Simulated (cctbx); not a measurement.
## FeP3 with cctbx, script by script

Library: cctbx 2025.11. The data are simulated by the first script.

## 1. Simulate the data

run.py:

```python
from cctbx import adptbx, crystal, miller, sgtbx, xray
from cctbx.array_family import flex
from iotbx.shelx import hklf
from scitbx import matrix
import scitbx.random

cs = crystal.symmetry(unit_cell=(4.891, 4.891, 4.891, 90, 90, 90), space_group_symbol='Hall: -P 4 2 3')  # Pm-3m
atoms = [  # label, site, U (iso, or U11 U22 U33 U12 U13 U23 in A^2), occupancy
    ("Fe1", (0, 0, 0), (0.0059, 0.0059, 0.0059, 0.0000, -0.0000, 0.0000), 0.94),
    ("P1", (0.5, 0.5, 0), (0.0047, 0.0047, 0.0044, 0.0000, 0.0000, 0.0000), 1),
]
xs = xray.structure(crystal_symmetry=cs)
for label, site, u, occ in atoms:
    u = adptbx.u_cif_as_u_star(cs.unit_cell(), u) if isinstance(u, tuple) else u
    xs.add_scatterer(xray.scatterer(label, site=site, u=u, occupancy=occ))
xs.set_inelastic_form_factors(1.54184, "sasaki")
xs.show_summary()
p1 = xs.expand_to_p1()
ms = miller.build_set(p1, anomalous_flag=True, d_min=0.83)
flex.set_random_seed(233971)
scitbx.random.set_random_seed(233971)
ms = ms.select(flex.random_double(ms.size()) < 0.7)
i = ms.structure_factors_from_scatterers(p1, algorithm="direct").f_calc().as_intensity_array().data()
i = i / flex.sqrt(1 + 0.3 * i / flex.max(i))  # extinction
i = i * 20000 / flex.max(i)
sig = flex.sqrt(i + flex.pow2(0.02 * i) + 15 ** 2)
noise = scitbx.random.variate(scitbx.random.normal_distribution())(i.size())
data = ms.array(data=i + sig * noise, sigmas=sig).set_observation_type_xray_intensity()
with open("data.hkl", "w") as f:
    data.export_as_shelx_hklf(f)
print("reflections written:", data.size(), " <I/sigma> = %.1f" % flex.mean(data.data() / data.sigmas()))
for h, a, b in list(data.sort("data"))[:12]:
    print("%4d%4d%4d %9.1f %7.1f" % (h + (a, b)))
```

```console
$ python run.py
```

```text
Number of scatterers: 2
At special positions: 2
Unit cell: (4.891, 4.891, 4.891, 90, 90, 90)
Space group: P m -3 m (No. 221)
reflections written: 610  <I/sigma> = 14.7
   1   1  -1   20809.3   424.5
  -1  -1   1   20509.9   424.5
   1  -1   1   19717.5   424.5
  -1   1  -1   19623.7   424.5
  -2   0   0   18366.1   383.4
   0   0   2   18248.9   383.4
   2   0   0   17804.7   383.4
   0  -2   0   17631.6   383.4
   0  -2  -2   13395.0   286.7
  -2   0   2   13335.6   286.7
  -2  -2   0   13262.8   286.7
   2   2   0   13145.2   286.7
```

It took 0.19 s on 1 thread of Arm Neoverse V2, on a shared host, peak memory 0.07 GiB.

## 2. Refinement

run.py:

```python
import math
from cctbx import adptbx, crystal, maptbx, sgtbx, xray
from cctbx.array_family import flex
from cctbx.xray import observations
from iotbx.shelx import hklf
from scitbx.lstbx import normal_eqns_solving
from smtbx import absolute_structure, utils
from smtbx.refinement import constraints, least_squares

cs = crystal.symmetry(unit_cell=(4.891, 4.891, 4.891, 90, 90, 90), space_group_symbol='Hall: -P 4 2 3')  # Pm-3m
atoms = [  # label, site, U (iso, or U11 U22 U33 U12 U13 U23 in A^2), occupancy
    ("Fe1", (0, 0, 0), 0.0200, 1),
    ("P1", (0.5, 0.5, 0), 0.0200, 1),
]
xs = xray.structure(crystal_symmetry=cs)
for label, site, u, occ in atoms:
    u = adptbx.u_cif_as_u_star(cs.unit_cell(), u) if isinstance(u, tuple) else u
    xs.add_scatterer(xray.scatterer(label, site=site, u=u, occupancy=occ))
xs.set_inelastic_form_factors(1.54184, "sasaki")
xs.convert_to_anisotropic()
raw = hklf.reader(file_name="data.hkl").as_miller_arrays(crystal_symmetry=cs, anomalous=True)[0]
merged = raw.eliminate_sys_absent().merge_equivalents()
fo2 = merged.array().set_observation_type_xray_intensity()
print("Rint %.3f, %d unique reflections to %.2f A" % (merged.r_int(), fo2.size(), fo2.d_min()))
for sc in xs.scatterers():
    sc.flags.set_grad_site(True)
    sc.flags.set_grad_u_aniso(sc.flags.use_u_aniso())
    sc.flags.set_grad_u_iso(sc.flags.use_u_iso())
obs = fo2.as_xray_observations()
extra = {}
rep = constraints.reparametrisation(xs, [], utils.connectivity_table(xs), **extra)
ls = least_squares.crystallographic_ls(obs, rep, weighting_scheme=least_squares.mainstream_shelx_weighting(a=0, b=0))
print("cycle     R1     wR2    GooF  max shift (A)")
for cycle in range(12):
    ls.build_up()
    r1, wr2, goof = ls.r1_factor(cutoff_factor=2)[0], ls.wR2(), ls.goof()
    old = xs.sites_cart()
    normal_eqns_solving.levenberg_marquardt_iterations(ls, n_max_iterations=3, tau=1e-06, step_threshold=1e-7)
    big = flex.max((xs.sites_cart() - old).norms())
    print("%4d %7.4f %7.4f %7.3f %9.5f" % (cycle + 1, r1, wr2, goof, big))
    ls.build_up(objective_only=True)
    if abs(ls.wR2() - wr2) < 5e-5 and big < 5e-4:
        break
ls.build_up()
print("final R1 %.4f wR2 %.4f GooF %.3f  parameters %d  data/parameter %.1f" % (ls.r1_factor(cutoff_factor=2)[0], ls.wR2(), ls.goof(), ls.n_parameters, fo2.size() / ls.n_parameters))
cov = ls.covariance_matrix_and_annotations()
su = dict(zip(cov.annotations, (math.sqrt(max(v, 0)) for v in cov.matrix.matrix_packed_u_diagonal())))
a2 = cs.unit_cell().reciprocal_parameters()[0] ** -2
print("atom        x        y        z      Ueq    occ   su(xyz)  su(Uiso or U11)")
for sc in xs.scatterers():
    s = max(su.get(sc.label + k, 0) for k in (".x", ".y", ".z"))
    npd = "" if sc.is_positive_definite_u(cs.unit_cell()) else "  NPD"
    print("%-5s %8.5f %8.5f %8.5f %8.4f %6.3f %8.5f %7.4f%s" % ((sc.label,) + sc.site + (sc.u_iso_or_equiv(cs.unit_cell()), sc.occupancy, s, su.get(sc.label + ".uiso", su.get(sc.label + ".u11", 0) * a2), npd)))
fo = fo2.f_sq_as_f()
fc = fo.structure_factors_from_scatterers(xs, algorithm="direct").f_calc()
diff = fo.f_obs_minus_f_calc(1 / math.sqrt(ls.scale_factor()), fc).average_bijvoet_mates()
m = diff.fft_map(symmetry_flags=maptbx.use_space_group_symmetry, resolution_factor=0.25).apply_volume_scaling()
print("difference map: max %.2f min %.2f rms %.2f" % (m.statistics().max(), m.statistics().min(), m.statistics().sigma()))
peaks = m.peak_search(parameters=maptbx.peak_search_parameters(min_distance_sym_equiv=0.6, max_clusters=6)).all()
near = xs.closest_distances(peaks.sites(), distance_cutoff=4)
sps = cs.special_position_settings(min_distance_sym_equiv=0.5)
for k, (x, h) in enumerate(zip(peaks.sites(), peaks.heights())):
    ss = sps.site_symmetry(x)
    print("Q%-3d %7.4f %7.4f %7.4f %4d %7.2f  %.2f A from %s" % ((k + 1,) + tuple(t % 1 for t in ss.exact_site()) + (ss.multiplicity(), h, near.smallest_distances[k], xs.scatterers()[near.i_seqs[k]].label)))
```

```console
$ python run.py
```

```text
Rint 0.023, 38 unique reflections to 0.84 A
cycle     R1     wR2    GooF  max shift (A)
   1  0.1126  0.2275  19.025   0.00000
   2  0.0111  0.0263   2.200   0.00000
final R1 0.0111 wR2 0.0263 GooF 2.200  parameters 3  data/parameter 12.7
atom        x        y        z      Ueq    occ   su(xyz)  su(Uiso or U11)
Fe1    0.00000  0.00000  0.00000   0.0054  1.000  0.00000  0.0004
P1     0.50000  0.50000  0.00000   0.0008  1.000  0.00000  0.0004
difference map: max 0.16 min -0.17 rms 0.04
Q1    0.0904  0.5000  0.5000    6    0.16  0.44 A from P1
Q2    0.3300  0.3300  0.5000   12    0.09  1.82 A from P1
Q3    0.0000  0.0000  0.0000    1    0.08  0.00 A from Fe1
Q4    0.0000  0.0000  0.4040    6    0.08  1.98 A from Fe1
Q5    0.0000  0.2046  0.3653   24    0.08  1.59 A from P1
Q6    0.1793  0.1793  0.5000   12    0.06  1.80 A from P1
```

Time: 0.32 s.

This run holds a fault made on purpose: disorder ignored: each site full, of its main element.

## 3. Refinement (occupancies of the disordered sites free, main element alone)

run.py, as its changes from the last script of this kind:

```diff
@@ -12,2 +12,2 @@
-    ("Fe1", (0, 0, 0), 0.0200, 1),
-    ("P1", (0.5, 0.5, 0), 0.0200, 1),
+    ("Fe1", (0, 0, 0), 0.0120, 1),
+    ("P1", (0.5, 0.5, 0), 0.0120, 1),
@@ -28,0 +29 @@
+    sc.flags.set_grad_occupancy(sc.label in ('Fe1',))
@@ -34 +35 @@
-for cycle in range(12):
+for cycle in range(20):
@@ -53,0 +55 @@
+print("su of occupancy Fe1: %.3f" % su["Fe1.occ"])
```

```console
$ python run.py
```

```text
Rint 0.023, 38 unique reflections to 0.84 A
cycle     R1     wR2    GooF  max shift (A)
   1  0.0706  0.1414  12.002   0.00000
   2  0.0066  0.0118   0.998   0.00000
final R1 0.0066 wR2 0.0118 GooF 0.998  parameters 4  data/parameter 9.5
atom        x        y        z      Ueq    occ   su(xyz)  su(Uiso or U11)
Fe1    0.00000  0.00000  0.00000   0.0048  0.965  0.00000  0.0002
P1     0.50000  0.50000  0.00000   0.0025  1.000  0.00000  0.0002
su of occupancy Fe1: 0.003
difference map: max 0.07 min -0.09 rms 0.03
Q1    0.3234  0.3234  0.5000   12    0.07  1.80 A from P1
Q2    0.0000  0.2268  0.3615   24    0.06  1.50 A from P1
Q3    0.5000  0.5000  0.5000    1    0.06  2.45 A from P1
Q4    0.0000  0.0000  0.3983    6    0.06  1.95 A from Fe1
Q5    0.1944  0.1944  0.1944    8    0.04  1.65 A from Fe1
Q6    0.1925  0.1925  0.5000   12    0.04  1.77 A from P1
```

Run time: 0.31 s on 1 thread of Arm Neoverse V2, with other jobs on the host, peak memory 0.09 GiB.

[Logs are printed without paths, hosts, clocks, repeated set-up lines and the standing remarks that a program may print on its own settings, such as how far it seeks lower states.]
